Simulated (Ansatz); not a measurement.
# Be2Ge (model cell, started as antifluorite): a soft mode frozen in, part 2 of 2

Aim: this structure of Be2Ge (model cell, started as antifluorite) is to be tested for unstable modes, and one is followed downhill.

Ansatz 0.2.0; DFT PBEsol, scalar-relativistic, plane waves, PAW.

So far, highest frequency on the path or at a solved wavevector (cm⁻¹): step 2 (the dispersion) 533. Also lowest frequency on the path (cm⁻¹): step 2 -74.5.

The structure was built from a prototype and need not be the compound's stable phase.

## Step 4: The mode frozen in, largest atomic shift 0.14 Å

The atoms are moved along the unstable eigenvector, the largest shift by 0.14 Å, with the cell fixed.

File input.yaml:

```yaml
crystal:
  lattice:
    - [0.0, -2.6658020919, -2.6658020919]
    - [0.0, 2.6658020919, -2.6658020919]
    - [5.3316041838, 0.0, 0.0]
  atoms:
    - { symbol: Ge, position: [0.4661729657, 0.5, 0.5] }
    - { symbol: Ge, position: [0.0338270343, 0.0, 0.0] }
    - { symbol: Be, position: [-0.0371351458, 0.5, 0.75] }
    - { symbol: Be, position: [0.5371351458, 0.0, 0.25] }
    - { symbol: Be, position: [-0.0371351458, 0.5, 0.25] }
    - { symbol: Be, position: [0.5371351458, 0.0, 0.75] }
kpoints:
  mp_grid: { grid: [8, 8, 6] }
hamiltonian:
  xc: pbesol
scf:
  occupations: { method: methfessel_paxton, width: 0.15 }
output:
  forces: true
  stress: true
  eigenvalues: true
```

Launch:

```bash
$ ansatz run input.yaml --threads 4 --pin off --max-ram 7168MiB --backend cpu --events-out ev --progress --plain --runs-dir out
```

Numbers of over 12 decimals in the logs are rounded to 6 here.

Output:

```text
[...]
Crystal: 6 atoms, lattice volume = 75.778 Å³
Basis set: ecut = 420 eV, 1465 PW (Γ), exchange–correlation on 54×54×72 points (8 copies of the dense FFT grid, shifted against one another)
Bands: 24, of which v1, the nominal top of the filled ones, is band 18 counted from 1 (17 counted from 0)
Symmetry: 8 space group operations
[...]
k-points: 100 of 384
[...]
k-point 0: bands = [... 14 lower, 5.0595, 8.5621, 9.1521, 9.7439, 9.8379, 9.8485, 9.9728, 9.9879, ... 2 higher]
  k-point 1: bands = [... 14 lower, 5.1995, 8.2180, 8.4347, 9.0295, 9.1968, 9.3534, 9.8939, 11.3802, ... 2 higher]
  k-point 2: bands = [... 14 lower, 5.6159, 7.2236, 7.2275, 7.6063, 9.2604, 9.6966, 9.8447, 12.2736, ... 2 higher]
  k-point 99: bands = [... 14 lower, 3.3896, 3.3896, 3.9059, 3.9059, 12.5764, 12.5764, 12.6490, 12.6490, ... 2 higher]
[key lines of the parts left out:]
SCF converged after 7 iterations
Free energy (F): -8867.096352 eV
Fermi energy:    9.186826 eV
P = ⅓ Tr σ = -0.1951 GPa (-1.951 kbar)
```

It took 4.4 s on 4 threads of Intel Xeon 6975P-C (Granite Rapids), shared host; peak memory 0.49 GiB.

Numbers from this step:

| Item | Value |
| --- | --- |
| pressure | -0.1951 GPa |
| energy from the undistorted cell | -2.583 meV/atom |

The energy, extrapolated to zero smearing, is -2.58 meV/atom against the undistorted cell.

The run ends at a pressure of -0.20 GPa, with forces up to 0.030 eV/Å.

## Step 5: Energy along the mode, all amplitudes (two of the runs are shown above)

An imaginary frequency means negative curvature, so the energy should fall and then rise again as anharmonic terms take over.

Numbers from this step:

```yaml
depth_at_the_lowest_point_sampled: 2.583 meV/atom
largest_atomic_shift_at_that_point: 0.14 Å
```

The energy from the parent by largest atomic shift:

| largest atomic shift (Å) | energy from the parent (meV/atom) |
| --- | --- |
| 0.000 | 0 |
| 0.040 | -0.467 |
| 0.080 | -1.54 |
| 0.140 | -2.58 |
| 0.220 | 0.961 |
| 0.320 | 23.2 |

Displacement at unit largest shift by atom:

| atom | x (Å) | y (Å) | z (Å) | size |
| --- | --- | --- | --- | --- |
| Ge1 | 0.000 | 0.644 | 0.644 | 0.911 |
| Ge2 | 0.000 | -0.644 | -0.644 | 0.911 |
| Be3 | 0.000 | 0.707 | 0.707 | 1.000 |
| Be4 | 0.000 | -0.707 | -0.707 | 1.000 |
| Be5 | 0.000 | 0.707 | 0.707 | 1.000 |
| Be6 | 0.000 | -0.707 | -0.707 | 1.000 |

The lowest of the steps tried is at 0.14 Å, 2.58 meV/atom below the parent; the bottom of the well need not coincide with a step.

## Step 6: Relaxation from the frozen mode

Starting from the lowest point found, all atoms and the cell are let go, so that strain and other modes of the same symmetry can join in.

input.yaml, as its differences from that of step 4:

```diff
@@ -22 +22,6 @@
   eigenvalues: true
+relax:
+  adjacent_minimum: "off"
+  f_tol: 0.002
+  max_steps: 120
+  cell: { stress_tol: 0.03 }
```

Output:

```text
[...]
Crystal: 6 atoms, lattice volume = 75.778 Å³
Basis set: ecut = 420 eV, 1465 PW (Γ), exchange–correlation on 54×54×72 points (8 copies of the dense FFT grid, shifted against one another)
Bands: 24, of which v1, the nominal top of the filled ones, is band 18 counted from 1 (17 counted from 0)
Symmetry: 8 space group operations
[...]
k-points: 100 of 384
[...]
SCF iter   1: F=—  HF=-8867.098393 eV  |F-HF|=—  |Δ(HF+E_count)|=         —  Δρ=2.51e-3  dr2=6.35e-3  ethr=1.77e-3  ⟨swp⟩=6.1  Hψ=11133  notcnv=0
[...]
SCF iter   7: F=-8867.096352 eV  HF=-8867.096352 eV  |F-HF|=1.14e-7  |Δ(HF+E_count)|=   5.26e-8  S|Δr|=    0.00e0  Δρ=1.33e-5  dr2=7.93e-8  ethr=2.78e-10  ⟨swp⟩=7.0  Hψ=9148  notcnv=0
SCF 1 converged in 7 iterations: F = -8867.096352 eV  dr2 = 7.93e-8
[...]
relax step   1: F+E_penalty+E_count = -8867.09635227 eV  Δ(F+E_penalty+E_count) = +0.000e0 eV  max|allowed force component| = 2.117e-2 eV/Å  Δτ_max = 0.0000 Å  P = -0.195 GPa  Ω = 75.778 Å³  (7 SCF iters, dr2 threshold 1.00e-7 eV, accepted)
Crystal: 6 atoms, lattice volume = 75.584 Å³
Basis set: ecut = 420 eV, 1477 PW (Γ), exchange–correlation on 54×54×72 points (8 copies of the dense FFT grid, shifted against one another)
[...]
SCF iter   5: F=-8867.108642 eV  HF=-8867.108642 eV  |F-HF|=6.55e-11  |Δ(HF+E_count)|=   1.56e-7  S|Δr|=    0.00e0  Δρ=5.97e-6  dr2=2.30e-8  ethr=1.67e-9  ⟨swp⟩=4.1  Hψ=7410  notcnv=0
SCF 2 converged in 5 iterations: F = -8867.108642 eV  dr2 = 2.30e-8
relax step   2: F+E_penalty+E_count = -8867.10864166 eV  Δ(F+E_penalty+E_count) = -1.229e-2 eV  max|allowed force component| = 2.240e-2 eV/Å  Δτ_max = 0.0087 Å  P = -0.080 GPa  Ω = 75.584 Å³  energy of the carried Pulay correction = +2.582e-5 eV  (5 SCF iters, dr2 threshold 6.00e-7 eV, accepted)
Crystal: 6 atoms, lattice volume = 75.248 Å³
Basis set: ecut = 420 eV, 1481 PW (Γ), exchange–correlation on 54×54×72 points (8 copies of the dense FFT grid, shifted against one another)
[...]
SCF iter   5: F=-8867.116810 eV  HF=-8867.116811 eV  |F-HF|=2.23e-7  |Δ(HF+E_count)|=   6.70e-7  S|Δr|=    0.00e0  Δρ=2.32e-5  dr2=3.48e-7  ethr=1.67e-9  ⟨swp⟩=3.0  Hψ=9665  notcnv=0
SCF 3 converged in 5 iterations: F = -8867.116810 eV  dr2 = 3.48e-7
relax step   3: F+E_penalty+E_count = -8867.11681039 eV  Δ(F+E_penalty+E_count) = -8.169e-3 eV  max|allowed force component| = 4.914e-2 eV/Å  Δτ_max = 0.0267 Å  P = +0.119 GPa  Ω = 75.248 Å³  energy of the carried Pulay correction = +7.064e-5 eV  (5 SCF iters, dr2 threshold 6.00e-7 eV, accepted)
[...]
relax step   4: F+E_penalty+E_count = -8867.12513866 eV  Δ(F+E_penalty+E_count) = -8.328e-3 eV  max|allowed force component| = 5.737e-2 eV/Å  Δτ_max = 0.0588 Å  P = +0.167 GPa  Ω = 74.760 Å³  energy of the carried Pulay correction = +1.362e-4 eV  (6 SCF iters, dr2 threshold 4.02e-7 eV, accepted)
[...]
relax step   5: F+E_penalty+E_count = -8867.12500727 eV  Δ(F+E_penalty+E_count) = +1.314e-4 eV  max|allowed force component| = 6.233e-2 eV/Å  Δτ_max = 0.0199 Å  P = +0.020 GPa  Ω = 74.918 Å³  energy of the carried Pulay correction = +1.149e-4 eV  (5 SCF iters, dr2 threshold 5.34e-7 eV, rejected (line search))
[...]
relax step   6: F+E_penalty+E_count = -8867.12703007 eV  Δ(F+E_penalty+E_count) = -1.891e-3 eV  max|allowed force component| = 3.880e-3 eV/Å  Δτ_max = 0.0062 Å  P = +0.042 GPa  Ω = 74.914 Å³  energy of the carried Pulay correction = +1.154e-4 eV  (8 SCF iters, accepted)
[...]
relax step   7: F+E_penalty+E_count = -8867.12691063 eV  Δ(F+E_penalty+E_count) = +1.194e-4 eV  max|allowed force component| = 1.307e-2 eV/Å  Δτ_max = 0.0050 Å  P = +0.023 GPa  Ω = 74.958 Å³  energy of the carried Pulay correction = +1.096e-4 eV  (4 SCF iters, dr2 threshold 7.18e-8 eV, rejected (line search))
[...]
relax step   8: F+E_penalty+E_count = -8867.12714977 eV  Δ(F+E_penalty+E_count) = -1.197e-4 eV  max|allowed force component| = 2.210e-3 eV/Å  Δτ_max = 0.0014 Å  P = -0.002 GPa  Ω = 74.974 Å³  energy of the carried Pulay correction = +1.074e-4 eV  (6 SCF iters, accepted)
[...]
relax step   9: F+E_penalty+E_count = -8867.12715296 eV  Δ(F+E_penalty+E_count) = -3.189e-6 eV  max|allowed force component| = 1.476e-4 eV/Å  Δτ_max = 0.0004 Å  P = +0.001 GPa  Ω = 74.968 Å³  energy of the carried Pulay correction = +1.082e-4 eV  (5 SCF iters, dr2 threshold 3.05e-10 eV, accepted)
[...]
SCF iter   6: F=-8867.127159 eV  HF=-8867.127159 eV  |F-HF|=7.28e-12  |Δ(HF+E_count)|=  1.46e-11  S|Δr|=    0.00e0  Δρ=3.96e-8  dr2=1.29e-12  ethr=1.00e-12  ⟨swp⟩=5.0  Hψ=9007  notcnv=0
SCF 10 converged in 6 iterations: F = -8867.127159 eV  dr2 = 1.29e-12
relax step  10: F+E_penalty+E_count = -8867.12715853 eV  Δ(F+E_penalty+E_count) = -5.565e-6 eV  max|allowed force component| = 9.975e-5 eV/Å  Δτ_max = 0.0000 Å  P = +0.005 GPa  Ω = 74.968 Å³  stress off target by 1.39e-2 GPa  SCF on the basis re-selected at this cell (its energy is not comparable with the rows above)  (6 SCF iters)
basis re-selected at this cell: Δ(F+E_penalty+E_count) = -5.565e-6 eV, ΔP = +0.004 GPa vs the last step (what re-selecting the basis moved, of the pressure what is left beyond the Pulay correction that the steps carried, after the strain that the cell walked since its last selection, with what the two solves' SCF thresholds leave and, on support functions, any second-order correction that the steps lacked; it is no m [...]
SCF converged after 6 iterations
[...]
Free energy (F): -8867.127159 eV
[...]
Internal energy: -8867.127781 eV  (E = F + TS)
E sigma→0 (E₀):  -8867.127314 eV
Entropy (-TS):   0.000622 eV (0.104 meV/atom)
Fermi energy:    8.996209 eV
[...]
--- Forces (eV/Å), atoms counted from 1 ---
  atom   1  Ge     0.00000000     0.00009975     0.00009975
  atom   2  Ge     0.00000000    -0.00009975    -0.00009975
  atom   3  Be     0.00007817    -0.00003260    -0.00003260
  atom   4  Be     0.00007817     0.00003260     0.00003260
  atom   5  Be    -0.00007817    -0.00003260    -0.00003260
  atom   6  Be    -0.00007817     0.00003260     0.00003260
  max |Σ_I F_I| component: 2.17e-18 eV/Å
--- Stress (GPa, compression-positive) ---
       -0.000866      -0.000000       0.000000
       -0.000000       0.008672       0.005194
        0.000000       0.005194       0.008672
  P = ⅓ Tr σ = 0.0055 GPa (0.055 kbar)
--- Band table (eV; the first three rows and the last of 100) ---
  k-point 0: bands = [... 14 lower, 5.0036, 7.5688, 8.9982, 9.9000, 10.0583, 10.1025, 10.2238, 10.2430, ... 2 higher]
  k-point 1: bands = [... 14 lower, 5.1578, 7.5677, 8.6812, 8.8087, 9.2670, 9.4408, 9.8884, 11.6633, ... 2 higher]
  k-point 2: bands = [... 14 lower, 5.6173, 7.0199, 7.4052, 7.9443, 8.6739, 9.5267, 9.8276, 12.5237, ... 2 higher]
  k-point 99: bands = [... 14 lower, 3.3555, 3.3555, 4.0278, 4.0278, 13.1602, 13.1602, 13.3531, 13.3531, ... 2 higher]
--- Relaxed structure (9 steps of the walk, 7 accepted, 1 SCFs on fresh bases) ---
  F+E_penalty+E_count = -8867.12715853 eV   max|allowed force component| = 9.975e-5 eV/Å   (the final SCF, on the basis selected at the relaxed cell)
  cell:  # Å, volume = 74.9680 Å³
    - [0, -2.751852, -2.751852]
    - [0, 2.668032, -2.668032]
    - [5.105400, 0, 0]
  atoms:
    - { symbol: Ge, position: [0.443904, 0.500000, 0.5] }
    - { symbol: Ge, position: [0.056096, 0.0, 0] }
    - { symbol: Be, position: [-0.061534, 0.5, 0.749376] }
    - { symbol: Be, position: [0.561534, 0.0, 0.249376] }
    - { symbol: Be, position: [-0.061534, 0.5, 0.250624] }
    - { symbol: Be, position: [0.561534, 0.0, 0.750624] }
```

Run time: 37 s. Hardware: 4 threads; peak memory 0.53 GiB.

The steps of the relaxation:

| step | energy less that of the first step (eV) | largest force component (eV/Å) | pressure (GPa) | volume (Å³) |
| --- | --- | --- | --- | --- |
| 1 | 0.0000 | 0.0212 | -0.20 | 75.78 |
| 2 | -0.0123 | 0.0224 | -0.08 | 75.58 |
| 3 | -0.0205 | 0.0491 | 0.12 | 75.25 |
| 4 | -0.0288 | 0.0574 | 0.17 | 74.76 |
| 5 | -0.0287 | 0.0623 | 0.02 | 74.92 |
| 6 | -0.0307 | 0.0039 | 0.04 | 74.91 |
| 7 | -0.0306 | 0.0131 | 0.02 | 74.96 |
| 8 | -0.0308 | 0.0022 | 0.00 | 74.97 |
| 9 | -0.0308 | 0.0001 | 0.00 | 74.97 |
| 10* | -0.0308 | 0.0001 | 0.01 | 74.97 |

Relaxation steps marked * repeat the geometry before them on a plane-wave basis chosen anew for their cell, so energy and pressure can jump there. Relaxation steps 5, 7 were tried and not accepted.

The run keeps the 8 symmetry operations that it works with, so distortions that break them were not tested.

| cell as run | before | after | change |
| --- | --- | --- | --- |
| a (Å) | 3.770 | 3.892 | +3.2 % |
| b (Å) | 3.770 | 3.773 | +0.1 % |
| c (Å) | 5.332 | 5.105 | -4.2 % |
| volume (Å³/atom) | 12.63 | 12.49 | -1.1 % |

The atoms that moved most (Å, as changes of fractional coordinates times the final cell):

| atom | dx | dy | dz | length |
| --- | --- | --- | --- | --- |
| Be5 | 0.003 | 0.067 | 0.067 | 0.095 |
| Be3 | -0.003 | 0.067 | 0.067 | 0.095 |
| Be4 | -0.003 | -0.067 | -0.067 | 0.095 |
| Be6 | 0.003 | -0.067 | -0.067 | 0.095 |
| Ge2 | 0.000 | -0.061 | -0.061 | 0.087 |
| Ge1 | 0.000 | 0.061 | 0.061 | 0.087 |

Final coordinates:

```xyz
6
Lattice="0.0000 -2.7519 -2.7519 0.0000 2.6680 -2.6680 5.1054 0.0000 0.0000" Properties=species:S:1:pos:R:3 pbc="T T T"
Ge    2.5527    0.1125   -2.5556
Ge    0.0000   -0.1544   -0.1544
Be    3.8259    1.5033   -1.1647
Be    1.2732   -1.5453   -1.5453
Be    1.2795    1.5033   -1.1647
Be    3.8322   -1.5453   -1.5453
```

This step gave:

| Quantity | Value |
| --- | --- |
| pressure | 0.005492 GPa |
| volume per atom | 12.49 Å³ |

The distorted start has space group Pmmn; the relaxation ends in Pmmn.

## Step 7: Modes of the new phase, k-mesh 8×8×6

A relaxed structure may still be a saddle point, so its zone-centre modes are computed. No field response is asked, since the mesh shows no gap.

File input.yaml:

```yaml
crystal:
  lattice:
    - [0.0, -2.7518520573, -2.7518520573]
    - [0.0, 2.6680322106, -2.6680322106]
    - [5.1053997748, 0.0, 0.0]
  atoms:
    - { symbol: Ge, position: [0.4439039287, 0.5, 0.5] }
    - { symbol: Ge, position: [0.0560960713, 0.0, 0.0] }
    - { symbol: Be, position: [-0.0615342748, 0.5, 0.7493757186] }
    - { symbol: Be, position: [0.5615342748, 0.0, 0.2493757186] }
    - { symbol: Be, position: [-0.0615342748, 0.5, 0.2506242814] }
    - { symbol: Be, position: [0.5615342748, 0.0, 0.7506242814] }
kpoints:
  mp_grid: { grid: [8, 8, 6] }
hamiltonian:
  xc: pbesol
scf:
  occupations: { method: methfessel_paxton, width: 0.15 }
output:
  eigenvalues: true
phonons:
  method: dfpt
```

Output:

```text
[...]
Crystal: 6 atoms, lattice volume = 74.968 Å³
Basis set: ecut = 420 eV, 1477 PW (Γ), exchange–correlation on 60×60×72 points (8 copies of the dense FFT grid, shifted against one another)
Bands: 24, of which v1, the nominal top of the filled ones, is band 18 counted from 1 (17 counted from 0)
Symmetry: 8 space group operations
k-points: 196 of 384 (irreducible under 1 space group operation, time reversal used)
[...]
SCF iter   1: F=—  HF=-8867.129836 eV  |F-HF|=—  |Δ(HF+E_count)|=         —  Δρ=2.50e-3  dr2=6.11e-3  ethr=1.77e-3  ⟨swp⟩=6.1  Hψ=22127  notcnv=0
[...]
SCF iter  10: F=-8867.127159 eV  HF=-8867.127159 eV  |F-HF|=1.82e-12  |Δ(HF+E_count)|=  2.04e-10  S|Δr|=    0.00e0  Δρ=4.06e-8  dr2=1.44e-12  ethr=1.00e-12  ⟨swp⟩=7.2  Hψ=25815  notcnv=0
SCF 1 converged in 10 iterations: F = -8867.127159 eV  dr2 = 1.44e-12
[...]
DFPT response loops at Γ: preconditioner auto → Kerker (q_TF=auto, 2.414 Å⁻¹) (partly filled bands, converged f_vac=0.000); β = 1.00, the filter's whole step (`scf.mixing.beta` (0.50) is not read by the response loops under this deck's `scf.mixing.preconditioner`; to damp them name `kerker` or `kerker_dos`, under which they read `scf.mixing.beta`, and type it under 1.00, their step now; both keys bind the ground state too); Broyden in place of MSR1
SCF converged after 10 iterations
[...]
Free energy (F): -8867.127159 eV
[...]
Internal energy: -8867.127781 eV  (E = F + TS)
E sigma→0 (E₀):  -8867.127314 eV
Entropy (-TS):   0.000622 eV (0.104 meV/atom)
Fermi energy:    8.996209 eV
[...]
--- Band table (eV; the first three rows and the last of 196) ---
  k-point 0: bands = [... 14 lower, 5.0036, 7.5688, 8.9982, 9.9000, 10.0583, 10.1025, 10.2238, 10.2430, ... 2 higher]
  k-point 1: bands = [... 14 lower, 5.1578, 7.5677, 8.6812, 8.8087, 9.2670, 9.4408, 9.8884, 11.6633, ... 2 higher]
  k-point 2: bands = [... 14 lower, 5.6173, 7.0199, 7.4052, 7.9443, 8.6739, 9.5267, 9.8276, 12.5237, ... 2 higher]
  k-point 195: bands = [... 14 lower, 3.3555, 3.3555, 4.0278, 4.0278, 13.1602, 13.1602, 13.3531, 13.3531, ... 2 higher]
--- Phonons (Γ-DFPT): 4 representative perturbations + reference, on 196 of 384 k-points (Σ response iterations 14) ---
  k mesh reduced under 1 symmetry operation, with k and −k counted as one. Each operation leaves every solved perturbation unchanged. A smaller set is not used because it would not reduce the number of displacements times k-points to solve
  ASR residual: 7.924e-5 → 0.000e0 eV/Å²; symmetrization residual: 4.609e-6 eV/Å²
  ASR residual per site (eV/Å²): 6.62e-6 6.62e-6 7.92e-5 7.92e-5 7.92e-5 7.92e-5
  Γ frequencies (cm⁻¹): 0.00 0.00 0.00 103.69 130.30 194.48 324.98 348.83 358.91 377.23 387.95 417.17 418.14 447.25 454.88 458.31 472.31 550.06
  non-analytic LO–TO correction: not included (Born effective charges unavailable; polar crystals: no LO–TO splitting at Γ)
```

Run time: 60 s. Hardware: 4 threads; peak memory 1.5 GiB.

This step gave:

- sum-rule residual before enforcement: 7.92e-5 eV/Å²
- point group: mmm
- highest optical mode at the zone centre (no LO-TO term): 550.1 cm⁻¹
- lowest optical zone-centre mode: 103.7 cm⁻¹

Patterns of degenerate modes are one choice out of their space. The modes at Γ (shares of kinetic energy by element, %):

| mode | frequency (cm⁻¹) | symmetry | Ge % | Be % |
| --- | --- | --- | --- | --- |
| 1 | 0.0 | acoustic | 80 | 20 |
| 2 | 0.0 | acoustic | 80 | 20 |
| 3 | 0.0 | acoustic | 80 | 20 |
| 4 | 103.7 | B2g | 88 | 12 |
| 5 | 130.3 | Ag | 84 | 16 |
| 6 | 194.5 | B3g | 97 | 3 |
| 7 | 325.0 | B2u | 8 | 92 |
| 8 | 348.8 | Au | 0 | 100 |
| 9 | 358.9 | B3g | 2 | 98 |
| 10 | 377.2 | B3u | 20 | 80 |
| 11 | 387.9 | B1u | 16 | 84 |
| 12 | 417.2 | B2u | 12 | 88 |
| 13 | 418.1 | Ag | 4 | 96 |
| 14 | 447.2 | B1g | 0 | 100 |
| 15 | 454.9 | Ag | 12 | 88 |
| 16 | 458.3 | B3g | 1 | 99 |
| 17 | 472.3 | B2g | 12 | 88 |
| 18 | 550.1 | B1u | 4 | 96 |

Displacements in mode 4 (103.7 cm⁻¹), the largest set to 1:
```
Ge1  0.00  1.00 -1.00
Ge2  0.00 -1.00  1.00
Be3  0.00 -0.73  0.73
Be4  0.00  0.73 -0.73
Be5  0.00 -0.73  0.73
Be6  0.00  0.73 -0.73
```

Displacements in mode 16 (458.3 cm⁻¹), the largest set to 1:
```
Ge1  0.10  0.00  0.00
Ge2 -0.10  0.00  0.00
Be3  1.00 -0.98 -0.98
Be4 -1.00 -0.98 -0.98
Be5  1.00  0.98  0.98
Be6 -1.00  0.98  0.98
```

Before it was imposed, the acoustic sum rule was missed by 7.9e-5 eV/Å². Small misses are needed for a sound result but don't prove that mesh and cutoff are converged. The lowest optical mode is real, 104 cm⁻¹.

## Step 8: What came out

| Item | Value |
| --- | --- |
| unstable mode of the parent | q = (0, -0.5, -0.5), 74i cm⁻¹ |
| depth at the lowest point sampled | 2.58 meV/atom |
| largest atomic shift at that point | 0.14 Å |
| space group reached (within 0.01 Å) | Pmmn |
| energy gained over the parent (first relaxation, on the mesh of the frozen mode) | 7.70 meV/atom |
| volume per atom, phase reached | 12.5 Å³ |
| lowest optical zone-centre mode, phase reached | 104 cm⁻¹ |
| highest optical mode at the zone centre (no LO-TO term), phase reached | 550 cm⁻¹ |

**Reading.** Along this mode the structure falls into Pmmn, 7.70 meV/atom below the parent. At the parent's cell the well is 2.583 meV/atom deep on the steps tried, with its lowest point at a shift of 0.14 Å. Relaxing atoms and cell changes the gain by +5.12 meV/atom against the lowest step (energies at zero smearing). Most of the total comes from this relaxation. The new phase has no imaginary mode at the zone centre of its cell; other wavevectors were not checked. Of the 5 patterns followed to their end from this parent, this one reaches the lowest energy. Each path keeps the symmetry of its pattern, so a lower phase may lie along a pattern not tried. With no gap, or one that is small against the smearing, the frequencies hang on the k mesh and the smearing, most of all near Kohn anomalies. The starting cell was built on a prototype and not taken from a measurement, so the phase need not exist.

[Logs are printed without paths, hosts, clocks, repeated set-up lines and the standing remarks that a program may print on its own settings, such as how far it seeks lower states.]

[Hosts, paths, dates, database ids (printed as entryN), source tags and the programs' standing remarks are cut or masked in the printed files.]
